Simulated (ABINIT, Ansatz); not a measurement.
# GaN (P6_3mc): G0W0 with ABINIT, start to end, part 2 of 3

Aim: the G0W0 gap of GaN (P6_3mc) on PBE, step by step.

ABINIT 10.8.3; PBE and many-body steps on it, plane waves. Known limits of the many-body steps: not at the basis limit; no spin-orbit coupling.

So far. Step 2 (Ground state): The gap is direct, at Γ.

The database entry behind the starting cell differs from later determinations by our own check (about 0.3 % short, ideal inner coordinate), so it need not match the best structure at ambient conditions.

### 3. Bands along the symmetry lines

Level of this step: DFT, PBE, plane waves, norm-conserving pseudopotentials (ABINIT).

The cheap functional maps the bands first; the places of the edges decide which points the dearer methods must see.

Input file run.abi:

```
acell 3*1.0 Angstrom
rprim 
  3.179999999980 0.000000000005 0.000000000000
  -1.589999999994 2.753960784015 0.000000000000
  0.000000000000 0.000000000000 5.166000000000
ntypat 2
znucl 31 7
natom 4
typat 1 1 2 2
xred 
  0.333333333333 0.666666666667 0.000000000000
  0.666666666667 0.333333333333 0.500000000000
  0.333333333333 0.666666666667 0.375000000000
  0.666666666667 0.333333333333 0.875000000000
pp_dirpath "pseudos"
pseudos "Ga.upf, N.upf"
ecut 45
iscf -2
irdden 1
kptopt 0
nkpt 75
kpt 
  0.00000000 0.00000000 0.00000000
  0.06250000 0.00000000 0.00000000
  0.12500000 0.00000000 0.00000000
  0.18750000 0.00000000 0.00000000
  0.25000000 0.00000000 0.00000000
  0.31250000 0.00000000 0.00000000
  0.37500000 0.00000000 0.00000000
  0.43750000 0.00000000 0.00000000
  0.50000000 0.00000000 0.00000000
  0.47916667 0.04166667 0.00000000
  0.45833333 0.08333333 0.00000000
  0.43750000 0.12500000 0.00000000
  0.41666666 0.16666666 0.00000000
  0.39583333 0.20833333 0.00000000
  0.37500000 0.25000000 0.00000000
  0.35416666 0.29166666 0.00000000
  0.33333333 0.33333333 0.00000000
  0.29166666 0.29166666 0.00000000
  0.25000000 0.25000000 0.00000000
  0.20833333 0.20833333 0.00000000
  0.16666666 0.16666666 0.00000000
  0.12500000 0.12500000 0.00000000
  0.08333333 0.08333333 0.00000000
  0.04166667 0.04166667 0.00000000
  0.00000000 0.00000000 0.00000000
  0.00000000 0.00000000 0.06250000
  0.00000000 0.00000000 0.12500000
  0.00000000 0.00000000 0.18750000
  0.00000000 0.00000000 0.25000000
  0.00000000 0.00000000 0.31250000
  0.00000000 0.00000000 0.37500000
  0.00000000 0.00000000 0.43750000
  0.00000000 0.00000000 0.50000000
  0.06250000 0.00000000 0.50000000
  0.12500000 0.00000000 0.50000000
  0.18750000 0.00000000 0.50000000
  0.25000000 0.00000000 0.50000000
  0.31250000 0.00000000 0.50000000
  0.37500000 0.00000000 0.50000000
  0.43750000 0.00000000 0.50000000
  0.50000000 0.00000000 0.50000000
  0.47916667 0.04166667 0.50000000
  0.45833333 0.08333333 0.50000000
  0.43750000 0.12500000 0.50000000
  0.41666666 0.16666666 0.50000000
  0.39583333 0.20833333 0.50000000
  0.37500000 0.25000000 0.50000000
  0.35416666 0.29166666 0.50000000
  0.33333333 0.33333333 0.50000000
  0.29166666 0.29166666 0.50000000
  0.25000000 0.25000000 0.50000000
  0.20833333 0.20833333 0.50000000
  0.16666666 0.16666666 0.50000000
  0.12500000 0.12500000 0.50000000
  0.08333333 0.08333333 0.50000000
  0.04166667 0.04166667 0.50000000
  0.00000000 0.00000000 0.50000000
  0.50000000 0.00000000 0.50000000
  0.50000000 0.00000000 0.43750000
  0.50000000 0.00000000 0.37500000
  0.50000000 0.00000000 0.31250000
  0.50000000 0.00000000 0.25000000
  0.50000000 0.00000000 0.18750000
  0.50000000 0.00000000 0.12500000
  0.50000000 0.00000000 0.06250000
  0.50000000 -0.00000000 0.00000000
  0.33333333 0.33333333 0.50000000
  0.33333333 0.33333333 0.43750000
  0.33333333 0.33333333 0.37500000
  0.33333333 0.33333333 0.31250000
  0.33333333 0.33333333 0.25000000
  0.33333333 0.33333333 0.18750000
  0.33333333 0.33333333 0.12500000
  0.33333333 0.33333333 0.06250000
  0.33333333 0.33333333 0.00000000
istwfk *1
nband 33
nbdbuf 2
tolwfr 1e-08
nstep 40
prtwf 0
prtvol 0
indata_prefix "in"
outdata_prefix "out"
tmpdata_prefix "tmp"
```

The run is started by

```sh
$ OMP_NUM_THREADS=1 mpirun -n 4 abinit run.abi > log
```

Numbers of over 12 decimals in the logs are rounded to 6 here.

Log:

```text
.Version 10.8.3 of ABINIT. v10.8.2 released Aug 2026.

 Symmetries : space group P6_3 m c (#186); Bravais hP (primitive hexag.)
[... echo of the input left out ...]
== DATASET  1 ==================================================================
-   mpi_nproc: 4, omp_nthreads: 1 (-1 if OMP is not activated)

--- !DatasetInfo
iteration_state: {dtset: 1, }
dimensions: {natom: 4, nkpt: 75, mband: 33, nsppol: 1, nspinor: 1, nspden: 1, mpw: 4434, }
cutoff_energies: {ecut:  45.0, pawecutdg:  -1.0, }
electrons: {nelect:   5.20000000E+01, charge:   0.00000000E+00, occopt:   1.00000000E+00, tsmear:   1.00000000E-02, }

 Real(R)+Recip(G) space primitive vectors, cartesian coordinates (Bohr,Bohr^-1):
 R(1)=  6.0093291  0.0000000  0.0000000  G(1)=  0.1664079  0.0960757  0.0000000
 R(2)= -3.0046645  5.2042316  0.0000000  G(2)=  0.0000000  0.1921513  0.0000000
 R(3)=  0.0000000  0.0000000  9.7623252  G(3)=  0.0000000  0.0000000  0.1024346
 Unit cell volume ucvol=  3.0530638E+02 bohr^3
 Angles (23,13,12)=  9.00000000E+01  9.00000000E+01  1.20000000E+02 degrees

 getcut: wavevector=  0.0000  0.0000  0.0000  ngfft=  40  40  60
         ecut(hartree)=     45.000   => boxcut(ratio)=   2.03529

--- Pseudopotential description ------------------------------------------------
- Ga Generated using ONCVPSP code by D. R. Hamann
- 31.00000  21.00000  171031                  znucl, zion, pspdat
12 -101130 2 -1 1902                          pspcod,pspxc,lmax,lloc,mmax
     nproj     2     2     2
  pspatm : epsatm=   21.85474337
         --- l  ekb(1:nproj) -->
             0    4.962806   -1.220223
             1   -5.679278   -1.350476
             2  -10.596651   -3.839775
 pspatm: atomic psp has been read  and splines computed

- N Generated using ONCVPSP code by D. R. Hamann
-  7.00000   5.00000  171031                  znucl, zion, pspdat
12 -101130 1 -1 1058                          pspcod,pspxc,lmax,lloc,mmax
     nproj     2     2     0
  pspatm : epsatm=    5.20977870
         --- l  ekb(1:nproj) -->
[...]
pspatm: atomic psp has been read  and splines computed

--------------------------------------------------------------------------------

================================================================================
 prteigrs : about to open file out_EIG
 Non-SCF case, kpt    1 (  0.00000  0.00000  0.00000), residuals and eigenvalues=
  7.26E-09  4.94E-09  6.34E-09  1.82E-09  6.01E-09  4.34E-09  4.20E-09  2.02E-09
  6.10E-09  3.39E-09  8.59E-09  7.05E-09  8.07E-09  5.05E-09  7.98E-09  9.91E-09
  7.86E-09  5.16E-09  8.89E-09  4.14E-09  5.24E-09  4.88E-09  7.62E-09  9.58E-09
[...]
7.94E-09
 -4.9708E+00 -4.9708E+00 -3.1581E+00 -3.1580E+00 -3.1580E+00 -3.1580E+00
 -3.1580E+00 -3.1579E+00 -3.3112E-01 -2.9782E-01 -2.4001E-01 -2.3911E-01
 -2.3911E-01 -2.3703E-01 -2.3703E-01 -2.3002E-01 -2.3002E-01 -2.2652E-01
[...]
3.92E-06
[...]
Non-SCF case, kpt   74 (  0.33333  0.33333  0.06250), residuals and eigenvalues=
[...]
Non-SCF case, kpt   75 (  0.33333  0.33333  0.00000), residuals and eigenvalues=
[...]
-1.6326E-01 -1.6326E-01  6.1931E-02  6.1931E-02  6.2753E-02  1.4698E-01
  1.4698E-01  1.5893E-01  4.4809E-01  5.4829E-01  5.4829E-01  5.6881E-01
[...]
--- !ResultsGS
iteration_state: {dtset: 1, }
comment   : Summary of ground state results
lattice_vectors:
- [  6.0093291,   0.0000000,   0.0000000, ]
- [ -3.0046645,   5.2042316,   0.0000000, ]
- [  0.0000000,   0.0000000,   9.7623252, ]
lattice_lengths: [   6.00933,    6.00933,    9.76233, ]
lattice_angles: [ 90.000,  90.000, 120.000, ] # degrees, (23, 13, 12)
lattice_volume:   3.0530638E+02
convergence: {deltae:  0.000E+00, res2:  0.000E+00, residm:  9.994E-09, diffor:  0.000E+00, }
etotal    :  -5.17436413E+02
entropy   :   0.00000000E+00
fermie    :   2.58513345E-01
cartesian_stress_tensor: null
pressure_GPa: null
xred      :
- [  3.3333E-01,   6.6667E-01,   1.1102E-16, Ga]
- [  6.6667E-01,   3.3333E-01,   5.0000E-01, Ga]
- [  3.3333E-01,   6.6667E-01,   3.7500E-01,  N]
- [  6.6667E-01,   3.3333E-01,   8.7500E-01,  N]
cartesian_forces: null
force_length_stats: {min: null, max: null, mean: null, }

 Integrated electronic density in atomic spheres:
 ------------------------------------------------
 Atom  Sphere_radius  Integrated_density
[...]
================================================================================

 ----iterations are completed or convergence reached----

 Mean square residual over all n,k,spin=   51.421E-10; max=  99.940E-10
 reduced coordinates (array xred) for    4 atoms
[...]
0.333333333333      0.666666666667      0.375000000000
       0.666666666667      0.333333333333      0.875000000000

 cartesian coordinates (angstrom) at end:
    1     -2.67e-12     1.835974     0.000000
    2      1.590000     0.917987     2.583000
    3     -2.67e-12     1.835974     1.937250
    4      1.590000     0.917987     4.520250
 length scales=  1.889726125908  1.889726125908  1.889726125908 bohr
              =  1.000000000000  1.000000000000  1.000000000000 angstroms
 prteigrs : about to open file out_EIG
 Eigenvalues (hartree) for nkpt=  75  k points:
 kpt#   1, nband= 33, wtk=  1.00000, kpt=  0.0000  0.0000  0.0000 (reduced coord)
[...]
kpt#   2, nband= 33, wtk=  1.00000, kpt=  0.0625  0.0000  0.0000 (reduced coord)
[...]
kpt#   3, nband= 33, wtk=  1.00000, kpt=  0.1250  0.0000  0.0000 (reduced coord)
[...]
kpt#  74, nband= 33, wtk=  1.00000, kpt=  0.3333  0.3333  0.0625 (reduced coord)
[...]
0.72902
 kpt#  75, nband= 33, wtk=  1.00000, kpt=  0.3333  0.3333  0.0000 (reduced coord)
[...]
-0.22908   -0.22739   -0.16326   -0.16326    0.06193    0.06193    0.06275    0.14698
   0.14698    0.15893    0.44809    0.54829    0.54829    0.56881    0.62397    0.62397
   0.72500

== END DATASET(S) ==============================================================
================================================================================

 -outvars: echo values of variables after computation  --------
            nband          33
             nkpt          75
          spgroup         186
 [... the other variables as echoed above ...]

 Calculation completed.
```

It took 85 s on 4 MPI ranks of Intel Xeon Platinum 8259CL at 2.50GHz (Skylake/Cascade Lake), shared host; peak memory 0.46 GiB; 5.6 min of CPU time.

Numbers from this step:

| Item | Value |
| --- | --- |
| gap | 1.995 eV |
| k of the valence top | 0, 0, 0 |
| k of the conduction bottom | 0, 0, 0 |
| least direct gap | 1.995 eV |

The gap is 1.995 eV, as in the run before at this level.

Electronic bands along the path, in eV, zero at the top of the highest filled band:

```tsv
point	band 23	band 24	band 25	band 26	band 27	band 28	band 29	band 30
Γ	-1.06	-0.06	0.00	0.00	1.99	4.33	9.26	9.97
halfway	-2.86	-2.01	-0.74	-0.49	4.36	6.00	7.42	8.58
M	-4.27	-2.77	-2.26	-0.99	5.11	5.63	6.09	8.68
halfway	-4.28	-3.57	-2.41	-1.88	5.63	6.67	6.69	8.52
K	-5.33	-3.03	-3.03	-2.71	5.16	7.89	7.89	8.44
halfway	-3.68	-2.41	-1.02	-0.93	5.00	6.93	7.32	7.71
Γ	-1.06	-0.06	0.00	0.00	1.99	4.33	9.26	9.97
halfway	-0.91	-0.91	-0.16	-0.16	3.18	4.43	8.87	9.67
A	-0.54	-0.54	-0.54	-0.54	4.31	4.31	8.57	8.57
halfway	-2.09	-2.09	-1.30	-1.30	5.29	5.29	7.72	7.72
L	-1.95	-1.95	-1.92	-1.92	4.45	4.45	7.87	7.87
halfway	-3.22	-3.22	-1.61	-1.61	5.42	5.42	8.19	8.19
H	-4.22	-4.22	-1.50	-1.50	6.52	6.52	7.35	7.35
halfway	-2.14	-2.14	-1.82	-1.82	5.72	5.72	7.73	7.73
A	-0.54	-0.54	-0.54	-0.54	4.31	4.31	8.57	8.57
jump to L	-1.95	-1.95	-1.92	-1.92	4.45	4.45	7.87	7.87
halfway	-3.33	-2.55	-1.72	-1.29	4.36	5.14	7.63	7.92
M	-4.27	-2.77	-2.26	-0.99	5.11	5.63	6.09	8.68
jump to H	-4.22	-4.22	-1.50	-1.50	6.52	6.52	7.35	7.35
halfway	-5.03	-3.22	-2.22	-2.22	5.92	7.28	7.28	8.23
K	-5.33	-3.03	-3.03	-2.71	5.16	7.89	7.89	8.44
```

### 4. Empty states on the mesh, 6×6×4 mesh, 324 bands

The sums over transitions need many empty states on a uniform mesh; this step solves for them.

Input file run.abi:

```
acell 3*1.0 Angstrom
rprim 
  3.179999999980 0.000000000005 0.000000000000
  -1.589999999994 2.753960784015 0.000000000000
  0.000000000000 0.000000000000 5.166000000000
ntypat 2
znucl 31 7
natom 4
typat 1 1 2 2
xred 
  0.333333333333 0.666666666667 0.000000000000
  0.666666666667 0.333333333333 0.500000000000
  0.333333333333 0.666666666667 0.375000000000
  0.666666666667 0.333333333333 0.875000000000
pp_dirpath "pseudos"
pseudos "Ga.upf, N.upf"
ecut 45
ngkpt 6 6 4
nshiftk 1
shiftk 0 0 0
kptopt 1
chksymbreak 0
irdden 1
istwfk *1
nband 324
prtvol 0
optdriver 6
gwr_task "HDIAGO"
paral_kgb 0
occopt 1
indata_prefix "in"
outdata_prefix "out"
tmpdata_prefix "tmp"
```

Log:

```text
[banner, memory and clock lines left out]
.Version 10.8.3 of ABINIT. v10.8.2 released Aug 2026.

 Symmetries : space group P6_3 m c (#186); Bravais hP (primitive hexag.)
[... echo of the input left out ...]
== DATASET  1 ==================================================================
-   mpi_nproc: 4, omp_nthreads: 1 (-1 if OMP is not activated)

--- !DatasetInfo
iteration_state: {dtset: 1, }
dimensions: {natom: 4, nkpt: 21, mband: 324, nsppol: 1, nspinor: 1, nspden: 1, mpw: 4428, }
cutoff_energies: {ecut:  45.0, pawecutdg:  -1.0, }
electrons: {nelect:   5.20000000E+01, charge:   0.00000000E+00, occopt:   1.00000000E+00, tsmear:   1.00000000E-02, }

.Using double precision arithmetic; gwpc =  8

- Reading GS density from: in_DEN

--- Pseudopotential description ------------------------------------------------
- Ga Generated using ONCVPSP code by D. R. Hamann
- 31.00000  21.00000  171031                  znucl, zion, pspdat
12 -101130 2 -1 1902                          pspcod,pspxc,lmax,lloc,mmax
     nproj     2     2     2
  pspatm : epsatm=   21.85474337
         --- l  ekb(1:nproj) -->
             0    4.962806   -1.220223
             1   -5.679278   -1.350476
             2  -10.596651   -3.839775
 pspatm: atomic psp has been read  and splines computed

- N Generated using ONCVPSP code by D. R. Hamann
-  7.00000   5.00000  171031                  znucl, zion, pspdat
12 -101130 1 -1 1058                          pspcod,pspxc,lmax,lloc,mmax
     nproj     2     2     0
  pspatm : epsatm=    5.20977870
         --- l  ekb(1:nproj) -->
             0    7.494509    0.636305
             1   -4.293905   -1.006988
 pspatm: atomic psp has been read  and splines computed

   2.81471030E+03                                ecore*ucvol(ha*bohr**3)

 Total charge density [el/Bohr^3]
)     Maximum=    6.5306E+00  at reduced coord.    0.3750    0.7500    0.9833
)     Minimum=    4.7296E-03  at reduced coord.    0.0000    0.0000    0.2000
   Integrated=    5.2000E+01

 === KS gaps after direct diagonalization ===
 Direct band gap semiconductor
 Fundamental gap:     1.995 (eV)
   VBM:     7.035 (eV) at k: [ 0.0000E+00,  0.0000E+00,  0.0000E+00]
   CBM:     9.029 (eV) at k: [ 0.0000E+00,  0.0000E+00,  0.0000E+00]
 Direct gap:         1.995 (eV) at k: [ 0.0000E+00,  0.0000E+00,  0.0000E+00]

== END DATASET(S) ==============================================================

 -outvars: echo values of variables after computation  --------
           etotal      0.0000000000E+00
            nband         324
             nkpt          21
          spgroup         186
 [... the other variables as echoed above ...]

 Calculation completed.
```

Wall time 7.1 min (4 MPI ranks); peak memory 4.5 GiB.

Numbers from this step:

```yaml
gap: 1.995 eV
k_of_the_valence_top: 0, 0, 0
k_of_the_conduction_bottom: 0, 0, 0
least_direct_gap: 1.995 eV
k_points_computed: 21
lowest_point_of_the_top_converged_band_above_the_valence_top: 184.4870 eV
```

On this mesh the gap is 1.995 eV.

### 5. Screening, 6×6×4 mesh, 144 bands, screening to 176.9 eV

The RPA dielectric matrix is built and inverted for each q.

This step: RPA screening on PBE, plane waves, norm-conserving pseudopotentials.

Changes to run.abi since step 4:

```diff
@@ -22,10 +22,11 @@
 chksymbreak 0
-irdden 1
 istwfk *1
-nband 324
-prtvol 0
-optdriver 6
-gwr_task "HDIAGO"
-paral_kgb 0
 occopt 1
+irdwfk 1
+optdriver 3
+nband 144
+ecuteps 6.5
+inclvkb 2
+awtr 1
+symchi 1
 indata_prefix "in"
```

Log:

```text
.Version 10.8.3 of ABINIT. v10.8.2 released Aug 2026.

 Symmetries : space group P6_3 m c (#186); Bravais hP (primitive hexag.)
[... echo of the input left out ...]
== DATASET  1 ==================================================================
-   mpi_nproc: 4, omp_nthreads: 1 (-1 if OMP is not activated)

--- !DatasetInfo
iteration_state: {dtset: 1, }
dimensions: {natom: 4, nkpt: 21, mband: 144, nsppol: 1, nspinor: 1, nspden: 1, mpw: 4428, }
cutoff_energies: {ecut:  45.0, pawecutdg:  -1.0, }
electrons: {nelect:   5.20000000E+01, charge:   0.00000000E+00, occopt:   1.00000000E+00, tsmear:   1.00000000E-02, }

 SCREENING: Calculation of the susceptibility and dielectric matrices

 Based on a program developped by R.W. Godby, V. Olevano, G. Onida, and L. Reining.
 Incorporated in ABINIT by V. Olevano, G.-M. Rignanese, and M. Torrent.
.Using double precision arithmetic ; gwpc =  8

[... cell and pseudopotentials left out ...]
--------------------------------------------------------------------------------

 ==== K-mesh for the wavefunctions ====
 Number of points in the irreducible wedge :    21
[... list of points left out ...]
 Together with 12 symmetry operations and time-reversal symmetry
 yields   144 points in the full Brillouin Zone.

 ==== Q-mesh for the screening function ====
 Number of points in the irreducible wedge :    21
[... list of points left out ...]
 Together with 12 symmetry operations and time-reversal symmetry
 yields   144 points in the full Brillouin Zone.

 setmesh: FFT mesh size selected  =    27x   27x   48
          total number of points  =        34992

 vcoul_init : cutoff-mode = AUXILIARY_FUNCTION
 q-points for optical limit:   1
     1)      0.000010    0.000020    0.000030

- screening: taking advantage of time-reversal symmetry
- Maximum band index for partially occupied states nbvw = 26
- Remaining bands to be divided among processors   nbcw = 118
- Number of bands treated by each node ~29

 Number of electrons calculated from density =   52.0000; Expected =   52.0000
 average of density, n =  0.170321
 r_s =    1.1191
 omega_plasma =   39.8097 [eV]

 calculating chi0 at frequencies [eV] :
  1    0.000000E+00    0.000000E+00
  2    0.000000E+00    3.980974E+01

--------------------------------------------------------------------------------
  q-point number  1        q = ( 0.000000, 0.000000, 0.000000) [r.l.u.]
--------------------------------------------------------------------------------
[... chi0 elements left out ...]
 For q-point:  0.000010 0.000020 0.000030
  dielectric constant =   5.7746
  dielectric constant without local fields =   6.2055

  Average fulfillment of the sum rule on Im[epsilon] for q-point    1 :     45.54  [%]
[... wings left out ...]
  q-point number  2        q = ( 0.166667, 0.000000, 0.000000) [r.l.u.]
--------------------------------------------------------------------------------
[... chi0 elements left out ...]
  Average fulfillment of the sum rule on Im[epsilon] for q-point    2 :     53.17  [%]

 [... 19 further q-points ...]
```

Elapsed: 24 min, on 4 MPI ranks; peak memory 3.2 GiB.

This step gave:

```
ε∞ with local fields, on this mesh, along the program's q direction : 5.775
the same without local fields                                       : 6.205
plasma frequency                                                    : 39.81 eV
plane waves in the screening matrix                                 : 245
```

Local fields lower ε∞ by 7 %.

(Continued in part 3 of 3.)

[Paths, hosts, dates, memory and timing lines, banners, echoed tables and standing remarks are left out of the program output.]

[Logs are printed without paths, hosts, clocks, repeated set-up lines and the standing remarks that a program may print on its own settings, such as how far it seeks lower states.]

[Runs of the session that timed out or met a known fault of the program may be left out.]

[Hosts, paths, dates, database ids (printed as entryN), source tags and the programs' standing remarks are cut or masked in the printed files.]

[G0W0 gaps are taken among the corrected bands and points alone; a level outside them can change the order at an edge.]

[Where Ansatz stands beside ABINIT at settings called matched, ABINIT's density can come from a denser mesh and the files from another edition; pairs whose starting gaps differed by over 0.03 eV were left out, so agreement reads better than it is.]
